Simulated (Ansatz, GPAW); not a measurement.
## Cutoff, mesh and smearing for a 6-layer slab of Mg(0001)

Wanted: a convergence study on the slab a 6-layer slab of Mg(0001).

Calculated with GPAW 26.7.0 and Ansatz 0.2.0; Ansatz plane waves; slab in vacuum with a dipole correction, relaxation, in the first sound run; inputs show where later runs differ.

## Step 1: The structure

The cell holds 6 atoms: 6 Mg. Its edges and angles: a = 3.210 Å, b = 3.210 Å, c = 29.033 Å, α = 90.0°, β = 90.0°, γ = 60.0°. Vacuum lies along c.

As a file:

```cif
data_structure
_symmetry_space_group_name_H-M 'P 1'
_symmetry_Int_Tables_number 1
_cell_length_a 3.2100
_cell_length_b 3.2100
_cell_length_c 29.0326
_cell_angle_alpha 90.000
_cell_angle_beta 90.000
_cell_angle_gamma 60.000
_cell_volume 259.08
loop_
_atom_site_label
_atom_site_type_symbol
_atom_site_fract_x
_atom_site_fract_y
_atom_site_fract_z
_atom_site_occupancy
Mg1 Mg 0.66667 0.66667 0.27555 1
Mg2 Mg 0.00000 0.00000 0.36533 1
Mg3 Mg 0.66667 0.66667 0.45511 1
Mg4 Mg 0.00000 0.00000 0.54489 1
Mg5 Mg 0.66667 0.66667 0.63467 1
Mg6 Mg 0.00000 0.00000 0.72445 1
```

## Step 2: Relaxing the atoms

Forces are removed first; all later runs use this geometry. The lowest 3 atoms are held at bulk positions and keep their forces.

The input, input.yaml:

```yaml
crystal:
  lattice:
    - [3.21, 0.0, 0.0]
    - [1.605, 2.7799415461, 0.0]
    - [0.0, 0.0, 29.0326]
  atoms:
    - { symbol: Mg, position: [0.6666666667, 0.6666666667, 0.2755523102] }
    - { symbol: Mg, position: [0.0, 0.0, 0.3653313861] }
    - { symbol: Mg, position: [0.6666666667, 0.6666666667, 0.455110462] }
    - { symbol: Mg, position: [0.0, 0.0, 0.544889538] }
    - { symbol: Mg, position: [0.6666666667, 0.6666666667, 0.6346686139] }
    - { symbol: Mg, position: [0.0, 0.0, 0.7244476898] }
kpoints:
  mp_grid: { grid: [11, 11, 1] }
hamiltonian:
  xc: pbe
scf:
  occupations: { method: fermi_dirac, width: 0.1 }
efield:
  axis: 3
  dipole_correction: true
  ramp_width: 0.05
relax:
  f_tol: 0.02
  max_steps: 60
  constraints: [{ sites: [0, 1, 2] }]
output:
  write_potential: true
  write_density: true
  volumetric_format: npy
```

Started as:

```console
$ ansatz run input.yaml --threads 4 --pin off --max-ram 8192MiB --backend cpu --events-out ev --progress --plain --runs-dir out
```

Numbers of over 12 decimals in the logs are rounded to 6 here.

The program printed:

```text
Engine: ansatz 0.2.0, x86_64-unknown-linux-gnu
Pseudopotentials: kind: paw
Pseudopotential: Mg, paw, valence charge 10, recommended cutoff 420 eV (normal), Mg.paw.azcp
Functional definition: PBE
  parameter kappa = 0.804
  parameter beta = 0.066725
  exchange = pbe_x(kappa = kappa, mu = beta*pi^2/3)
  correlation = pbe_c(beta = beta)
Crystal: 6 atoms, lattice volume = 259.076 Å³
Basis set: ecut = 420 eV, 5125 PW (Γ), exchange–correlation on 48×48×400 points (8 copies of the dense FFT grid, shifted against one another)
Bands: 36, of which v1, the nominal top of the filled ones, is band 30 counted from 1 (29 counted from 0)
Symmetry: 6 space group operations
k-points: 16 of 121 (time reversal used)
Non-local potential: Mg, projectors of the file, l = 0: 3, l = 1: 2, l = 2: 1
PAW form: soft (Blöchl's): semilocal exchange-correlation on the pseudo side does not see the compensation charge
PAW one-centre angular grid: Mg, 110 points (default); XC on 64 Gauss nodes
Initial density: superposition of atomic densities (neutral atoms: chi_scale 0, normalization atom), corrected by the library's trained network
Initial wavefunctions: pseudopotential atomic-orbital guess
Functional: x = pbe(κ = 0.804, μ = 0.219515), c = pbe(β = 0.066725)
SCF iter   1: F=—  HF=-11542.270309 eV  |F-HF|=—  |Δ(HF+E_count)|=         —  Δρ=7.45e-4  dr2=1.78e-2  ethr=1.77e-3  p=-0.000 e·Å  D=-4.11e-14 V/Å  ΔV_dip=0.00 eV  dr2_dipole=1.97e-7  V_vac-E_F(+/−)=3.76/3.76 eV  ⟨swp⟩=11.4  Hψ=3063  notcnv=0
efield: sawtooth ramp at fractional position 0.9750 (placed from the atoms, in the widest stretch of the axis that holds none; the zero of the levels goes with the place), width 0.0500; the density the first Hamiltonian is built on has a dipole p = -0.000 e·Å; the dipole correction subtracts the counter field D = -4.11e-14 V/Å, which shifts the + side's vacuum level by +0.00 eV against the − side's; the planar-averaged density in the ramp window peaks in size at 3.9e-5 e/Å³
preconditioner: auto → LDOS  [metal: Δε(μ)=0.046 eV  Ē_g=4.708 eV  σ=0.100 eV  W_gap=0.11  n_scr=18 (ndim 8)  ℏωp=8.0 eV  f_vac=0.415  D(μ)=2.50/eV (n_scr^D=12)  β→1.0]
SCF iter   2: F=—  HF=-11542.272351 eV  |F-HF|=—  |Δ(HF+E_count)|=   2.04e-3  Δρ=4.34e-4  dr2=9.14e-3  ethr=2.97e-5  p=0.000 e·Å  D=5.90e-6 V/Å  ΔV_dip=-0.00 eV  dr2_dipole=2.61e-7  V_vac-E_F(+/−)=3.75/3.75 eV  ⟨swp⟩=2.0  Hψ=803  notcnv=0
SCF iter   3: F=—  HF=-11542.271936 eV  |F-HF|=—  |Δ(HF+E_count)|=   4.16e-4  Δρ=1.52e-4  dr2=3.61e-4  ethr=1.52e-5  p=-0.000 e·Å  D=-1.50e-6 V/Å  ΔV_dip=0.00 eV  dr2_dipole=1.11e-8  V_vac-E_F(+/−)=3.74/3.74 eV  ⟨swp⟩=1.7  Hψ=599  notcnv=0
SCF iter   4: F=—  HF=-11542.271900 eV  |F-HF|=—  |Δ(HF+E_count)|=   3.59e-5  Δρ=3.26e-5  dr2=6.13e-5  ethr=6.02e-7  p=-0.000 e·Å  D=-3.28e-7 V/Å  ΔV_dip=0.00 eV  dr2_dipole=7.42e-10  V_vac-E_F(+/−)=3.73/3.73 eV  ⟨swp⟩=2.0  Hψ=686  notcnv=0
iter 5 did not close the SCF: its close was put off for the readings that it lacked (scf_convergence_deferred on its scf_iter line)
SCF iter   5: F=-11542.271898 eV  HF=-11542.271899 eV  |F-HF|=1.69e-6  |Δ(HF+E_count)|=   2.35e-7  Δρ=1.17e-5  dr2=2.37e-6  ethr=1.02e-7  p=0.000 e·Å  D=6.22e-8 V/Å  ΔV_dip=-0.00 eV  dr2_dipole=6.07e-12  V_vac-E_F(+/−)=3.73/3.73 eV  ⟨swp⟩=1.3  Hψ=589  notcnv=0
SCF iter   6: F=-11542.271899 eV  HF=-11542.271899 eV  |F-HF|=2.24e-8  |Δ(HF+E_count)|=   5.50e-8  Δρ=1.53e-6  dr2=3.87e-8  ethr=3.94e-9  p=-0.000 e·Å  D=-5.34e-9 V/Å  ΔV_dip=0.00 eV  dr2_dipole=2.53e-16  V_vac-E_F(+/−)=3.73/3.73 eV  ⟨swp⟩=8.7  Hψ=3755  notcnv=0
SCF 1 converged in 6 iterations: F = -11542.271899 eV  dr2 = 3.87e-8
  greatest PAW one-centre occupation: 1.000 electrons in one spin orbital (limit 2), on the Mg atom at site 4 (counted from 0), in its partial waves of l = 0
relax step   1: F+E_penalty+E_count = -11542.27189941 eV  Δ(F+E_penalty+E_count) = +0.000e0 eV  max|allowed force component| = 3.687e-2 eV/Å  Δτ_max = 0.0000 Å  (6 SCF iters, dr2 threshold 1.00e-5 eV, accepted)
Initial density: handed on by an earlier stage of this run
Initial wavefunctions: those handed on with the density
iter 1 solved again at ethr=8.03e-6 eV; its pass at ethr=3.10e-3 eV (dr2=4.82e-3 eV) is discarded
SCF iter   1: F=—  HF=-11542.272344 eV  |F-HF|=—  |Δ(HF+E_count)|=         —  Δρ=2.26e-4  dr2=1.53e-3  ethr=8.03e-6  p=-0.000 e·Å  D=-2.30e-7 V/Å  ΔV_dip=0.00 eV  dr2_dipole=2.35e-4  V_vac-E_F(+/−)=3.73/3.73 eV  ⟨swp⟩=2.4  Hψ=1788  notcnv=0
efield: sawtooth ramp at fractional position 0.9750 (handed on by an earlier solve), width 0.0500; the density the first Hamiltonian is built on has a dipole p = -0.000 e·Å; the dipole correction subtracts the counter field D = -2.30e-7 V/Å, which shifts the + side's vacuum level by +0.00 eV against the − side's; the planar-averaged density in the ramp window peaks in size at 1.3e-6 e/Å³
preconditioner: auto → LDOS  [metal: Δε(μ)=0.035 eV  Ē_g=4.703 eV  σ=0.100 eV  W_gap=0.09  n_scr=18 (ndim 8)  ℏωp=8.0 eV  f_vac=0.415  D(μ)=2.47/eV (n_scr^D=12)  β→1.0]
SCF iter   2: F=—  HF=-11542.272303 eV  |F-HF|=—  |Δ(HF+E_count)|=   4.14e-5  Δρ=6.04e-5  dr2=3.96e-5  ethr=2.55e-6  p=0.000 e·Å  D=1.32e-4 V/Å  ΔV_dip=-0.00 eV  dr2_dipole=1.29e-6  V_vac-E_F(+/−)=3.72/3.73 eV  ⟨swp⟩=1.7  Hψ=592  notcnv=0
SCF iter   3: F=—  HF=-11542.272301 eV  |F-HF|=—  |Δ(HF+E_count)|=   1.82e-6  Δρ=2.11e-5  dr2=8.36e-6  ethr=6.60e-8  p=0.000 e·Å  D=7.93e-6 V/Å  ΔV_dip=-0.00 eV  dr2_dipole=1.20e-7  V_vac-E_F(+/−)=3.73/3.73 eV  ⟨swp⟩=2.0  Hψ=748  notcnv=0
SCF iter   4: F=—  HF=-11542.272301 eV  |F-HF|=—  |Δ(HF+E_count)|=   2.76e-8  Δρ=5.32e-6  dr2=6.36e-7  ethr=1.39e-8  p=-0.000 e·Å  D=-1.84e-5 V/Å  ΔV_dip=0.00 eV  dr2_dipole=8.21e-9  V_vac-E_F(+/−)=3.73/3.73 eV  ⟨swp⟩=2.0  Hψ=624  notcnv=0
SCF iter   5: F=-11542.272301 eV  HF=-11542.272301 eV  |F-HF|=1.20e-8  |Δ(HF+E_count)|=   4.90e-8  Δρ=1.30e-6  dr2=2.25e-8  ethr=1.67e-10  p=-0.000 e·Å  D=-2.33e-5 V/Å  ΔV_dip=0.00 eV  dr2_dipole=1.57e-10  V_vac-E_F(+/−)=3.73/3.73 eV  ⟨swp⟩=9.9  Hψ=3387  notcnv=0
SCF 2 converged in 5 iterations: F = -11542.272301 eV  dr2 = 2.25e-8
relax step   2: F+E_penalty+E_count = -11542.27230119 eV  Δ(F+E_penalty+E_count) = -4.018e-4 eV  max|allowed force component| = 4.821e-3 eV/Å  Δτ_max = 0.0262 Å  (5 SCF iters, accepted)
NSCF: frozen V_eff on 16 k-points
the band table was solved once a step of the walk had ended and its energy, with any forces and stress, was formed, with the checks that follow a solve (2795 applications of the Hamiltonian). They found nothing against the state; the energy, forces and stress were not computed again (output.eigenvalues in the input reference)
WARN: The output density's exchange-correlation potential varies sharply where the density is thin. Do not read a vacuum level from v_tot or v_xc, or from such a field of the output density. On a cell that repeats whose density bears no net charge and no dipole along the vacuum's axis use v_es (v_loc + v_h of the components); under efield.dipole_correction with no amplitude use v_es + v_field, which holds any externa [...]
SCF converged after 5 iterations
Free energy (F): -11542.272301 eV
Harris-Foulkes:  -11542.272301 eV  (|F-HF|=1.20e-8)
Internal energy: -11542.192926 eV  (E = F + TS)
E sigma→0 (E₀):  -11542.232614 eV
Entropy (-TS):   -0.079375 eV (-13.229 meV/atom)
Fermi energy:    1.304639 eV
Dipole field:    D = -0.000038 V/Å  (p = -0.000055 e·Å, saw-weighted, corrected)
Work function:   Φ+ = 3.7287 eV   Φ− = 3.7276 eV
Levels:          The Fermi level and band energies are counted from a zero that moves with the ramp; work functions are not
--- Per-component energies (eV) ---
  E_band       = -2405.797673
  E_kinetic    = 447.079304
  E_local      = -48491.472223  (includes V_loc(G=0)·N_el)
  E_nonlocal   = 574.406438
  E_hartree    = 22726.468137
  E_xc         = -168.898392
  E_vxc        = -217.803143  (∫ρ·V_xc dr)
  E_paw        = -1755.739144  (= ΣΔE_a)
  E_vpaw       = -170.936288  (= ΣTr[D̂ρ^β])
  E_aug_tail   = -0.000022  (compensation charges beyond the density's cutoff)
  E_efield     = 0.000000  (sawtooth field / dipole correction)
  E_vefield    = -0.000021  (∫n·V_field dr)
  E_ewald      = 15125.962977
  E_smearing   = -0.079375  (= −TS)
  E_closure    = -0.000000  (closes the sum)
  Σ components = -11542.272301   (vs F -11542.272301, Δ=0.00e0)
--- Forces (eV/Å), atoms counted from 1 ---
  atom   1  Mg    -0.00000000    -0.00000000    -0.00701769
  atom   2  Mg     0.00000000     0.00000000     0.03648046
  atom   3  Mg    -0.00000000    -0.00000000    -0.02603113
  atom   4  Mg     0.00000000     0.00000000    -0.00125346
  atom   5  Mg    -0.00000000    -0.00000000    -0.00482109
  atom   6  Mg     0.00000000     0.00000000     0.00264734
  max |Σ_I F_I| component: 4.43e-6 eV/Å
--- Band table (eV; the first three rows and the last of 16) ---
  k-point 0: bands = [... 26 lower, -4.3829, -3.5044, -2.3948, -1.0490, 0.1548, 1.8390, 3.2985, 4.4105, ... 2 higher]
  k-point 1: bands = [... 26 lower, -4.2229, -3.3455, -2.2373, -0.8921, 0.3043, 1.9899, 3.4489, 4.5637, ... 2 higher]
  k-point 2: bands = [... 26 lower, -3.7445, -2.8708, -1.7667, -0.4241, 0.7528, 2.4365, 3.8898, 5.0141, ... 2 higher]
  k-point 15: bands = [... 26 lower, 0.7065, 0.7283, 1.2556, 1.2710, 1.9381, 2.1947, 2.2294, 2.2961, ... 2 higher]
--- Relaxed structure (2 steps of the walk, 2 accepted, 0 SCFs on fresh bases) ---
  F+E_penalty+E_count = -11542.27230119 eV   max|allowed force component| = 4.821e-3 eV/Å
  atoms:
    - { symbol: Mg, position: [0.666667, 0.666667, 0.275552] }
    - { symbol: Mg, position: [0.0, 0.0, 0.365331] }
    - { symbol: Mg, position: [0.666667, 0.666667, 0.455110462] }
    - { symbol: Mg, position: [0, 0, 0.544658] }
    - { symbol: Mg, position: [0.666667, 0.666667, 0.633765] }
    - { symbol: Mg, position: [0, 0, 0.723713] }
```

Run time: 4.8 s. Hardware: 4 threads of Intel Xeon Platinum 8488C (Sapphire Rapids), shared host; peak memory 0.61 GiB.

Relaxation path:

```tsv
step	energy less that of the first step (eV)	largest force component (eV/Å)
1	0.0000	0.0369
2	-0.0004	0.0048
```

The run keeps the 6 symmetry operations that it works with, so distortions that break them were not tested.

The atoms that moved most (Å):

```tsv
atom	dx	dy	dz	length
Mg5	0.000	0.000	-0.026	0.026
Mg6	0.000	0.000	-0.021	0.021
Mg4	0.000	0.000	-0.007	0.007
```

The relaxed structure:

```xyz
6
Lattice="3.2100 0.0000 0.0000 1.6050 2.7799 0.0000 0.0000 0.0000 29.0326" Properties=species:S:1:pos:R:3
Mg    3.2100    1.8533    8.0000
Mg    0.0000    0.0000   10.6065
Mg    3.2100    1.8533   13.2130
Mg    0.0000    0.0000   15.8128
Mg    3.2100    1.8533   18.3998
Mg    0.0000    0.0000   21.0113
```

This step gave:

| Property | Result |
| --- | --- |
| free energy | -11542.2723 eV |
| smearing term TS | 0.07938 eV |
| symmetry operations | 6 |
| upper work function | 3.729 eV |
| lower work function | 3.728 eV |
| dipole along the normal | -5.46e-5 e·Å |
| dipole field | -3.81e-5 V/Å |
| vacuum level above | 5.033 eV |
| vacuum level below | 5.032 eV |

The electrostatic potential energy of an electron (with the applied field's), less the Fermi level, planar mean oscillates, so the rows of the table below give means over windows of 2.61 Å about each position, cut where the curve ends. Its maxima inside the range that stand out by 2 % of the span (Å: eV): 9.3: 1.00, 11.9: 1.02, 14.5: 0.961, 17.1: 0.948, 19.7: 1.01. Its minima: 8.0: -11.7, 10.6: -11.7, 13.2: -11.8, 15.8: -11.8, 18.4: -11.7, 21.0: -11.7.

The electrostatic potential energy of an electron (with the applied field's), less the Fermi level, planar mean by z; means over each step:

```tsv
z (Å)	electrostatic potential energy of an electron (with the applied field's), less the Fermi level, planar mean (eV)
1.30	3.73
3.92	3.72
6.53	0.513
9.14	-4.03
11.75	-4.04
14.36	-4.11
16.97	-4.14
19.58	-4.00
22.19	-1.20
24.80	3.70
27.41	3.73
```

The valence density, planar mean oscillates, so the rows of the table below give means over windows of 2.61 Å about each position, cut where the curve ends. Its maxima inside the range that stand out by 2 % of the span (Å: e/Å³): 8.0: 1.51, 10.6: 1.51, 13.2: 1.51, 15.8: 1.51, 18.4: 1.50, 21.0: 1.50. Its minima: 9.3: 0.0883, 11.9: 0.0896, 14.5: 0.0902, 17.1: 0.0909, 19.7: 0.0880.

Table of valence density, planar mean by z; means over each step:

z (Å), valence density, planar mean (e/Å³) and a bar:
```
     1.30       0.00 
     3.92       0.00 
     6.53       0.12 ########
     9.14       0.43 #############################
    11.75       0.43 #############################
    14.36       0.43 ##############################
    16.97       0.44 ##############################
    19.58       0.43 #############################
    22.19       0.28 ###################
    24.80       0.00 
    27.41       0.00
```

The relaxation lowered the energy of the cell by 4.0e-4 eV.

## Step 3: Plane waves, PBE

With the geometry fixed, the planar mean of the potential gives the vacuum level on each side.

This step: GPAW, PAW setups; slab in vacuum (GPAW 26.7.0).

The input, run.py:

```python
import json
import numpy as np
from ase import Atoms
from gpaw import GPAW, PW

slab = Atoms(
    ['Mg', 'Mg', 'Mg', 'Mg', 'Mg', 'Mg'],
    positions=[
        [3.21000, 1.85329, 8.00000],
        [0.00000, 0.00000, 10.60652],
        [3.21000, 1.85329, 13.21304],
        [0.00000, 0.00000, 15.81284],
        [3.21000, 1.85329, 18.39984],
        [0.00000, 0.00000, 21.01128]],
    cell=[[3.21, 0.0, 0.0], [1.605, 2.77994, 0.0], [0.0, 0.0, 29.0326]],
    pbc=[True, True, False])

slab.calc = GPAW(mode=PW(400), xc='PBE', kpts={'size': (11, 11, 1), 'gamma': True},
                 occupations={'name': 'fermi-dirac', 'width': 0.1}, nbands='140%',
                 convergence={'density': 1e-05}, maxiter=200,
                 poissonsolver={'dipolelayer': 'xy'},
                 symmetry={'tolerance': 1e-3}, txt='slab.txt')
result = {}
energy = slab.get_potential_energy()
fermi = slab.calc.get_fermi_level()
v = slab.calc.get_electrostatic_potential().mean((0, 1)) - fermi
n = slab.calc.get_pseudo_density().mean((0, 1))
L = slab.cell[2, 2]
z = np.arange(len(v)) * L / len(v)
low, high = slab.positions[:, 2].min(), slab.positions[:, 2].max()
below, above = np.interp([low - 5.8, high + 5.8], z, v)
slopes = [np.interp(x, z, np.gradient(v, z)) for x in (low - 5.8, high + 5.8)]
eps = np.array([[slab.calc.get_eigenvalues(k, s) for k in range(len(slab.calc.get_ibz_k_points()))]
                for s in range(slab.calc.get_number_of_spins())]) - fermi
top, bottom = eps[eps < 0].max(), eps[eps > 0].min()
dipole = slab.get_dipole_moment()[2]
print(f'energy {energy:.4f} eV, Fermi level {fermi:.4f} eV, dipole {dipole:.5f} e A')
print(f'potential 5.8 A off the faces, from the Fermi level: lower {below:.4f} eV, upper {above:.4f} eV')
print(f'slope of the potential there: lower {slopes[0]:.5f}, upper {slopes[1]:.5f} eV/A')
print(f'nearest levels on the mesh: {top:.4f} and {bottom:.4f} eV')
print('magnetic moment', round(slab.get_magnetic_moment(), 3))
result.update(energy=energy, fermi=fermi, dipole=dipole, below=below, above=above, slopes=slopes, edges=[top, bottom],
              z=z.tolist(), v=v.tolist(), n=n.tolist(), positions=slab.positions.tolist(),
              forces=slab.get_forces(apply_constraint=False).tolist(), moments=slab.get_magnetic_moments().tolist())
json.dump(result, open('result.json', 'w'))
```

Started as:

```console
$ OMP_NUM_THREADS=1 OPENBLAS_NUM_THREADS=1 python run.py
```

The program printed:

```text
energy -8.8283 eV, Fermi level 0.1927 eV, dipole -0.00003 e A
potential 5.8 A off the faces, from the Fermi level: lower 3.7286 eV, upper 3.7296 eV
slope of the potential there: lower -0.00018, upper 0.00022 eV/A
nearest levels on the mesh: -0.0047 and 0.0308 eV
magnetic moment 0.0
```

It took 64 s on 1 thread; peak memory 0.24 GiB.

Numbers from this step:

```
dipole along the normal                    : -3.27e-5 e·Å
levels nearest the Fermi level on the mesh : -0.004719, 0.03079 eV from the Fermi level
upper work function                        : 3.730 eV
lower work function                        : 3.729 eV
```

The electrostatic potential energy of an electron (without an applied field's), less the Fermi level, planar mean oscillates, so the rows of the table below give means over windows of 2.58 Å about each position, cut where the curve ends. Its maxima inside the range that stand out by 2 % of the span (Å: eV): 9.4: 0.990, 11.9: 1.02, 14.5: 0.965, 17.1: 0.956, 19.7: 1.02. Its minima: 8.0: -9.89, 10.6: -9.87, 13.2: -9.96, 15.8: -9.96, 18.4: -9.91, 21.0: -9.88.

Electrostatic potential energy of an electron (without an applied field's), less the Fermi level, planar mean against z; means over each step:

z (Å), electrostatic potential energy of an electron (without an applied field's), less the Fermi level, planar mean (eV) and a bar from the least value:
```
     1.29       3.73 ##############################
     3.87       3.72 ##############################
     6.45       1.09 ###################
     9.03      -3.39 
    11.61      -3.40 
    14.19      -3.46 
    16.77      -3.49 
    19.35      -3.38 
    21.93      -1.94 ######
    24.51       3.68 ##############################
    27.09       3.73 ##############################
```

The pseudo valence density, planar mean oscillates, so the rows of the table below give means over windows of 2.58 Å about each position, cut where the curve ends. Its maxima inside the range that stand out by 2 % of the span (Å: e/Å³): 8.0: 1.53, 10.5: 1.49, 13.1: 1.44, 15.9: 1.42, 18.5: 1.44, 21.1: 1.50. Its minima: 9.2: 0.0883, 11.8: 0.0896, 14.4: 0.0904, 17.2: 0.0910, 19.8: 0.0881.

The pseudo valence density, planar mean by z; means over each step:

```tsv
z (Å)	pseudo valence density, planar mean (e/Å³)
1.29	0
3.87	3.2e-4
6.45	0.0905
9.03	0.426
11.61	0.426
14.19	0.429
16.77	0.432
19.35	0.427
21.93	0.373
24.51	0.00131
27.09	3.8e-6
```

The potential is flat to 2.2e-4 eV/Å where it is read, so the vacuum is wide enough. The geometry is the other program's minimum; here the largest force on a free atom is 0.0057 eV/Å.

## Step 4: Cutoff 200

The cutoff limits how sharply the smooth valence waves can vary, which tells mostly near the atoms.

Edit run.py of step 3 so:

```diff
@@ -17,3 +17,3 @@
 
-slab.calc = GPAW(mode=PW(400), xc='PBE', kpts={'size': (11, 11, 1), 'gamma': True},
+slab.calc = GPAW(mode=PW(200), xc='PBE', kpts={'size': (11, 11, 1), 'gamma': True},
                  occupations={'name': 'fermi-dirac', 'width': 0.1}, nbands='140%',
```

The program printed:

```text
energy -6.5768 eV, Fermi level 0.1953 eV, dipole -0.00008 e A
potential 5.8 A off the faces, from the Fermi level: lower 3.7248 eV, upper 3.7247 eV
slope of the potential there: lower -0.00035, upper 0.00018 eV/A
nearest levels on the mesh: -0.0038 and 0.0259 eV
magnetic moment 0.0
```

The job ended after 39 s (1 thread; peak memory 0.16 GiB).

The run finished. A setting was moved off its sound value on purpose, so it serves as a test and not as the result.

The fault put into the input: a cutoff under that of the base run: the energy of the cell lies 2.3 eV from the base value (ecut = 200).

Side by side:

```tsv
quantity	this run	sound run	difference
upper work function (eV)	3.7247	3.7296	-0.00499
lower work function (eV)	3.7248	3.7286	-0.00378
```

[end of part 1 of 2]

[Logs are printed without paths, hosts, clocks, repeated set-up lines and the standing remarks that a program may print on its own settings, such as how far it seeks lower states.]

[Hosts, paths, dates, database ids (printed as entryN), source tags and the programs' standing remarks are cut or masked in the printed files.]
